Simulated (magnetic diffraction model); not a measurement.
**Which magnetic order? CoAg2Br2F2**

Space group Cmce (no. 64), a = 13.3770 Å, b = 6.1820 Å, c = 6.0710 Å.

```
site  atom       x       y       z
  8d    Ag  0.1460     1/2       0
  8f    Br     1/2  0.2697  0.7773
  4a    Co     1/2     1/2       0
  8d     F  0.3447     1/2       0
```

The compound is invented for this exercise: a known structure type with other elements, its cell scaled to their sizes and not relaxed.

Only Co is taken to order (form factors of Co2+); orders and moment sizes are assumed, and not adapted to the symmetry. Radiation: neutrons of λ = 1.594 Å, 8° to 45°; isotropic B of 0.49 Å² (Ag), 0.67 Å² (Br), 0.69 Å² (Co) and 0.69 Å² (F). The intensities are simulated: I ∝ L Σ (|F_N|² + |F_M⊥|²) for unpolarised neutrons, with F_M = 2.695 fm/μB × Σ f(s) S exp(2πi Q·r) exp(−B s²) at Q = H ± k (one set where k and −k are equivalent), only the part normal to Q counting and L = 1/(sin²θ cos θ). For collinear order S is the moment m, which repeats by lattice and centring translations R with the sign exp(−2πi k·R). Form factors are spin-only for 3d ions and dipole or tabulated for f ions, scattering lengths are Sears's of 1992, and absorption is left out. A label names one of the reflections at its angle. The strongest nuclear line in the range is 100, and lines under 0.2 are left out.

Above the ordering temperature:

```
2θ (°)    index      I
 13.69  (2 0 0)   25.2
 22.30  (1 1 1)    1.8
 27.57  (4 0 0)    0.5
 29.73  (3 1 1)    2.1
 29.89  (0 2 0)   10.9
 30.44  (0 0 2)   11.2
 33.00  (2 2 0)   37.3
 33.52  (2 0 2)   34.7
 33.64  (0 2 1)    1.2
 34.74  (1 1 2)    4.3
 36.47  (2 2 1)    2.0
 40.09  (3 1 2)    3.3
 40.99  (5 1 1)    5.7
 41.11  (4 2 0)   64.3
 41.54  (4 0 2)   61.4
 41.89  (6 0 0)   44.2
 43.18  (0 2 2)  100.0
 44.03  (4 2 1)    1.4
```

Below it (cell unchanged):

| 2θ (°) | I |
| --- | --- |
| 13.69 | 28.2 |
| 22.30 | 20.5 |
| 27.57 | 1.0 |
| 29.73 | 7.9 |
| 29.89 | 13.5 |
| 30.44 | 13.2 |
| 33.00 | 40.6 |
| 33.52 | 37.3 |
| 33.64 | 1.2 |
| 34.74 | 4.3 |
| 36.47 | 2.0 |
| 40.09 | 3.3 |
| 40.99 | 7.2 |
| 41.11 | 65.5 |
| 41.54 | 62.4 |
| 41.89 | 44.4 |
| 43.18 | 101.5 |
| 44.03 | 1.4 |

**Question.** Find the propagation vector, then choose among these models:
A. collinear moments along [101], 2.83 μB on Co; signs + at (1/2, 1/2, 0), + at (1/2, 0, 1/2)
B. collinear moments along [101], 2.83 μB on Co; signs + at (1/2, 1/2, 0), − at (1/2, 0, 1/2)
C. collinear moments along [010], 2.83 μB on Co; signs + at (1/2, 1/2, 0), − at (1/2, 0, 1/2)
D. collinear moments along [010], 2.83 μB on Co; signs + at (1/2, 1/2, 0), + at (1/2, 0, 1/2)

No line moves, and magnetic intensity falls on nuclear lines such as the one at 22.30°, so the magnetic cell equals the chemical primitive cell: k = 0.

Magnetic intensity, observed (below minus above) and for each model:

| 2θ (°) | index | observed | A | B | C | D |
| --- | --- | --- | --- | --- | --- | --- |
| 13.69 | (2 0 0) | 2.9 | 2.9 | <0.2 | <0.2 | 17.2 |
| 15.09 | (0 0 1) | <0.2 | <0.2 | 11.5 | 13.9 | <0.2 |
| 16.33 | (1 1 0) | <0.2 | <0.2 | 19.8 | 4.1 | <0.2 |
| 20.42 | (2 0 1) | <0.2 | <0.2 | 7.3 | 13.8 | <0.2 |
| 22.30 | (1 1 1) | 18.7 | 18.7 | <0.2 | <0.2 | 12.4 |
| 25.46 | (3 1 0) | <0.2 | <0.2 | 3.6 | 5.2 | <0.2 |
| 29.73 | (3 1 1) | 5.8 | 5.8 | <0.2 | <0.2 | 7.8 |
| 34.74 | (1 1 2) | <0.2 | <0.2 | 5.5 | 5.4 | <0.2 |

Model A matches.

The absence at (0 0 1) is telling: the sublattices cancel there.

The structure used: k = (0 0 0), collinear moments along [101], 2.83 μB on Co; signs + at (1/2, 1/2, 0), + at (1/2, 0, 1/2).

[Logs are printed without paths, hosts, clocks, repeated set-up lines and the standing remarks that a program may print on its own settings, such as how far it seeks lower states.]
